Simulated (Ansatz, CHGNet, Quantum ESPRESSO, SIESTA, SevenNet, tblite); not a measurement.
**Random fluorite-type alloy of CaF2 and CdF2 (96 atoms): one structure in several programs**

Aim: run random fluorite-type alloy of CaF2 and CdF2 (96 atoms) in several programs and set results and cost side by side. A plane-wave run serves as the reference.

Main program and level: Quantum ESPRESSO 7.5; Kohn-Sham DFT, PBE, SSSP efficiency 1.3.0 pseudopotentials, plane waves.

### 1. The structure

The cell holds 96 atoms: 28 Ca, 64 F and 4 Cd. Its edges and angles: a = 10.908 Å, b = 10.908 Å, c = 10.908 Å, α = 90.0°, β = 90.0°, γ = 90.0°. It derives from CaF2 (fluorite-type), repeated 2×2×2. Fluorite-type CaF2, 2 x 2 x 2 conventional cells, 4 of 32 Ca sites given to Cd at random (x = 0.125), lattice by Vegard's rule (a = 5.454 Å); every coordinate displaced by a Gaussian of 0.09 Å. Then every atom was moved at random, 0.03 Å r.m.s. a Cartesian component.

### 2. The reference run

pw.in

```
&control
  calculation = 'scf'
  pseudo_dir = './pseudo'
  outdir = './tmp'
  disk_io = 'none'
  tprnfor = .true.
  tstress = .true.
/
&system
  ibrav = 0
  nat = 96
  ntyp = 3
  ecutwfc = 60
  ecutrho = 480
  nosym = .true.
  occupations = 'smearing'
  smearing = 'fd'
  degauss = 0.003675
/
&electrons
  conv_thr = 4.8e-07
  electron_maxstep = 100
  mixing_beta = 0.4
  mixing_mode = 'plain'
  diagonalization = 'david'
/
ATOMIC_SPECIES
Ca 40.078 Ca.upf
F 18.998 F.upf
Cd 112.414 Cd.upf
CELL_PARAMETERS angstrom
10.90780 0.00000 0.00000
0.00000 10.90780 0.00000
0.00000 0.00000 10.90780
ATOMIC_POSITIONS crystal
Ca 0.99445 0.99171 0.99445
F 0.12252 0.12466 0.12029
F 0.36635 0.37507 0.37234
Ca 0.98474 0.24041 0.23388
F 0.14252 0.37812 0.38060
F 0.36149 0.12541 0.14637
Ca 0.24877 0.00124 0.24025
F 0.38982 0.12706 0.36731
F 0.11775 0.38834 0.13411
Ca 0.25464 0.24808 0.99051
F 0.36659 0.36339 0.12166
F 0.10813 0.11262 0.38227
[... 80 atom lines left out ...]
F 0.62510 0.88896 0.61267
Ca 0.75007 0.75156 0.48819
F 0.87307 0.87166 0.62500
F 0.62677 0.61851 0.87744
K_POINTS gamma
```

Started as:

```sh
$ OMP_NUM_THREADS=1 mpirun -np 4 pw.x -in pw.in > output.txt
```

Log:

```text
Program PWSCF
     gamma-point specific algorithms are used
     one sub-group per band group will be used
     scalapack distributed-memory algorithm (size of sub-group:  2*  2 procs)
     Parallelization info
     sticks:   dense  smooth     PW     G-vecs:    dense   smooth      PW
     Min        4058    2026    505               388777   137502   17171
     Max        4060    2028    508               388780   137508   17180
     Sum       16237    8109   2025              1555115   550025   68699
     bravais-lattice index     =            0
     lattice parameter (alat)  =      20.6128  a.u.
     unit-cell volume          =    8758.0637 (a.u.)^3
     number of atoms/cell      =           96
     number of atomic types    =            3
     number of electrons       =       776.00
[... lines left out ...]
     scf convergence threshold =      4.8E-07
[... lines left out ...]
     number of k points=     1  Fermi-Dirac smearing, width (Ry)=  0.0037
[... lines left out ...]
     total energy              =   -5711.08707725 Ry
[... lines left out ...]
     total energy              =   -5713.74685122 Ry
[... lines left out ...]
     total energy              =   -5713.79988719 Ry
[... lines left out ...]
     total energy              =   -5713.82543194 Ry
[... lines left out ...]
     total energy              =   -5713.82543947 Ry
[... lines left out ...]
          k = 0.0000 0.0000 0.0000 ( 34350 PWs)   bands (ev):
   -33.3692 -33.1610 -33.0763 -33.0295 -32.8050 -32.7906 -32.7876 -32.7128
   -32.6563 -32.5688 -32.5626 -32.5270 -32.5174 -32.5035 -32.4912 -32.4865
   -32.4800 -32.4463 -32.3172 -32.1974 -32.1061 -32.0221 -31.9998 -31.9832
[...]
13.1319  13.1534  13.1688  13.1858  13.2074  13.2152  13.2378  13.2580
    13.2677  13.2893  13.2975  13.3174  13.3403  13.3568  13.3743  13.3811
    13.4036  13.4290
     the Fermi energy is     6.4606 ev
!    total energy              =   -5713.82544188 Ry
     estimated scf accuracy    <       0.00000026 Ry
     smearing contrib. (-TS)   =       0.00000000 Ry
     internal energy E=F+TS    =   -5713.82544188 Ry
     The total energy is F=E-TS. E is the sum of the following terms:
     one-electron contribution =   -2255.07482663 Ry
     hartree contribution      =    1565.05336609 Ry
     xc contribution           =   -1112.13065575 Ry
     ewald contribution        =   -3911.67332560 Ry
     convergence has been achieved in   9 iterations
     Forces acting on atoms (cartesian axes, Ry/au):
     atom    1 type  1   force =     0.03132829    0.00603754    0.01259620
     atom    2 type  2   force =    -0.01338111    0.01693403    0.01626400
     atom    3 type  2   force =     0.03267711   -0.00163637    0.01084217
[...]
atom   95 type  2   force =     0.00736307   -0.00106044    0.02111382
     atom   96 type  2   force =    -0.00519745    0.02034323   -0.00521137
     Total force =     0.504123     Total SCF correction =     0.001289
     Computing stress (Cartesian axis) and pressure
          total   stress  (Ry/bohr**3)                   (kbar)     P=       54.06
   0.00037171   0.00004250  -0.00002205           54.68        6.25       -3.24
   0.00004250   0.00037437  -0.00004272            6.25       55.07       -6.28
  -0.00002205  -0.00004272   0.00035643           -3.24       -6.28       52.43
     Message from routine punch:
     Nothing written, as per user request (disk_io='none')
```

Run time: 4.1 min. Hardware: 4 MPI ranks of Arm Neoverse V1, shared host; peak memory 4.5 GiB.

Banners, paths, timers and routine set-up lines are dropped from the logs unmarked, and long logs keep their key lines alone; longer cuts are marked.

Numbers from this run:

| Item | Value |
| --- | --- |
| r.m.s. force component | 0.7638 eV/Å |
| longest force | 2.835 eV/Å |
| pressure | 5.406 GPa |
| gap (highest filled to lowest empty level) | 4.5 eV |

### 3. The other programs

The programs:
- CHGNet: machine-learned potential, published weights.
- SIESTA 5.4.2: numerical atomic orbitals, whose automatically made sets are far from complete, with PseudoDojo norm-conserving potentials that we converted to its format (checked against plane waves on the same files for H, C, O, Si, Ge and Ca alone); labels give functional, basis size, energy shift and mesh cutoff.
- SevenNet: machine-learned potential, published weights.

All use the same cell and atoms; the electronic-structure runs use the same k-mesh, and an electronic temperature of 580 K (0.05 eV) where levels are smeared.

Differences are against the plane-wave reference, forces as r.m.s. over components; share is that over the reference's r.m.s. force, slope the least-squares factor from reference forces to these. Total energies of different programs have different zeros and aren't compared.

```csv
run,"Δ force, r.m.s. (meV/Å)",share (%),slope,Δ pressure (GPa),Δ gap (eV),cores,CPU time,memory (GiB)
reference,-,-,-,-,-,4,16 min,4.5
CHGNet 0.3.0 potential,93.2,12.2,0.906,0.0203,-,1,4.7 s,1.4
CHGNet r2SCAN potential,213,27.8,0.729,-3.70,-,1,4.8 s,1.4
"SIESTA PBE, DZP, shift 0.01 Ry, mesh 100 Ry (coarse)",318,41.6,1.345,1.09,-0.203,2,52 s,0.63
"SIESTA PBE, DZP, shift 0.01 Ry, mesh 500 Ry",317,41.5,1.348,0.972,-0.203,2,4.2 min,1.9
"SIESTA PBE, SZ, shift 0.01 Ry, mesh 500 Ry (coarse)",348,45.5,1.377,-5.56,-2.37,1,91 s,0.84
SevenNet l3i5 potential,40.1,5.25,0.977,0.0475,-,1,12 s,1.7
```

Rows marked coarse were listed beforehand as settings not expected to be converged; some can still land near the reference.

Times of the machine-learned potentials are mostly Python's start and the loading of weights.

CPU time is summed over cores on a shared host, where runs went side by side, so it is rough. Symmetry, cutoffs, thresholds, outputs and thread counts weren't matched or tuned between programs; memory under MPI is the largest rank's times the ranks.

Runs without a result: tblite GFN1-xTB (not converged, the SCF not settling).

Within one program, basis, potentials and functional, energies share a zero. Each run against its twin at the usual cutoff or grid and solver:

```csv
run,twin,Δ energy (meV/atom),"Δ force, r.m.s. (meV/Å)",CPU time over the twin's
"SIESTA PBE, DZP, shift 0.01 Ry, mesh 100 Ry","DZP, shift 0.01 Ry, mesh 500 Ry",-3.57,26.3,0.20
```

### 4. Outcome

| Quantity | Value |
| --- | --- |
| reference r.m.s. force component | 0.764 eV/Å |
| nearest in forces | SevenNet l3i5 potential, 5.3 % |
| farthest in forces | SIESTA PBE, SZ, shift 0.01 Ry, mesh 500 Ry (coarse), 46 % |
| cheapest electronic-structure run beside the reference | SIESTA PBE, DZP, shift 0.01 Ry, mesh 100 Ry, 52 s of CPU time |

What this shows: The PBE run in local orbitals, coarse settings apart, differs by 42 % (SIESTA PBE, DZP, shift 0.01 Ry, mesh 500 Ry); basis, grid and potentials can all enter, and differences of this size make the forces unusable. Machine-learned potentials differ by 5.3 % (SevenNet l3i5 potential) to 28 % (CHGNet r2SCAN potential); they were trained on other programs' data, some at another functional. Runs with settings chosen to be coarse differ by 42 % (SIESTA PBE, DZP, shift 0.01 Ry, mesh 100 Ry) to 46 % (SIESTA PBE, SZ, shift 0.01 Ry, mesh 500 Ry), their programs' other errors included. Of the electronic-structure runs that take under half the reference's CPU time, SIESTA PBE, DZP, shift 0.01 Ry, mesh 500 Ry is among the nearest, at 42 % in 4.2 min against 16 min. SIESTA PBE, SZ, shift 0.01 Ry, mesh 500 Ry stiffens the forces by a factor of 1.38 while following their directions (correlation 0.983); the slopes of the 3 SIESTA runs lie between 1.34 and 1.38. At the same functional, gaps differ from the reference's 4.50 eV by between -2.37 and -0.20 eV. These are spacings on the run's k-points, which needn't hold the band edges. In pressure, SIESTA PBE, SZ, shift 0.01 Ry, mesh 500 Ry misses by -5.6 GPa, at the same functional. In the reference: filled and empty levels are parted by 4.50 eV on the run's k-points; the mesh holds the band edges only if they fold onto it, so the gap at this level can be narrower or closed, while semilocal functionals tend to narrow gaps against experiment. The potentials hold different valence shells: 776 electrons in the reference, 808 in SIESTA; this bears on time and differences. The reference's pressure holds the uncorrected Pulay stress of its 60 Ry basis, so small pressure differences, and their order, may be the reference's own error. Machine-learned potentials mimic data converged in k, so the reference's own k-point error enters their differences. The host structure and its lattice constant were typed by rule, without a check against the phase diagram. The reference's pressure of 5.4 GPa belongs to a cell and atoms that aren't relaxed at this level. The electronic-structure runs sample only Γ, in a cell whose shortest periodic width is 11 Å.

[Also dropped from logs without a mark: logging warnings of Python, and SIESTA's first energy breakdown and zero terms.]

[Logs are printed without paths, hosts, clocks, repeated set-up lines and the standing remarks that a program may print on its own settings, such as how far it seeks lower states.]

[Hosts, paths, dates, database ids (printed as entryN), source tags and the programs' standing remarks are cut or masked in the printed files.]
